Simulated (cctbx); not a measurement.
## What resolution and counting buy: ScCd2Si2

Space group I4/mmm (no. 139), a = 4.1830 Å, b = 4.1830 Å, c = 10.8180 Å, α = 90.00°, β = 90.00°, γ = 90.00°.

| atom | mult. | x | y | z | Ueq (Å²) |
| --- | --- | --- | --- | --- | --- |
| Cd1 | 4 | 1/2 | 0 | 1/4 | 0.0089 |
| Sc1 | 2 | 0 | 0 | 0 | 0.0150 |
| Si1 | 4 | 0 | 0 | 0.3832 | 0.0166 |

The model is made up (kin elements in a known structure type, no relaxation), so it says nothing on whether the phase exists.

Five simulated data sets (cctbx; Ag Kα, λ = 0.56087 Å; 6 % proportional error) differ in resolution or exposure (noise floor 8 counts in the first three, 8 in the last two). Each is refined with the right model, isotropic at 1.1 Å and anisotropic otherwise. How do the figures of merit and the uncertainties move?

```
d min (Å)  top counts  ⟨I/σ⟩ (unmerged, absences included)  unique  param. (scale apart)   Rint      R1  GooF  largest s.u. xyz (fractional)  s.u. U of Si1 (Å²)  largest error (Å)
      1.1        5000                                  4.7      34                     4  0.048  0.0166  0.93                        0.00052              0.0017             0.0037
     0.84        5000                                  4.4      62                     7  0.052  0.0178  0.92                        0.00031              0.0011             0.0002
      0.6        5000                                  3.6     159                     7  0.059  0.0200  0.97                        0.00023              0.0006             0.0049
     0.75         300                                  1.1      90                     7  0.238  0.0393  0.92                        0.00132              0.0038             0.0251
     0.75        3000                                  3.4      90                     7  0.063  0.0194  0.93                        0.00038              0.0010             0.0056
```

The number of reflections grows roughly as 1/d³: 34, 62 and 159 here. R1 follows the noise rather than the truth: at 300 counts it is 0.0393, at 3000 counts 0.0194, while GooF is 0.92 and 0.93: the weights 1/σ² carry the noise. The s.u. of U (U11 where anisotropic) for Si1 goes 0.0017, 0.0011, 0.0006 Å² with resolution and 0.0038, 0.0010 Å² with exposure.

Hardware for the 0.6 Å refinement: 0.4 s on 1 thread of Arm Neoverse V2, on a shared host, peak memory 0.09 GiB.

[Logs are printed without paths, hosts, clocks, repeated set-up lines and the standing remarks that a program may print on its own settings, such as how far it seeks lower states.]
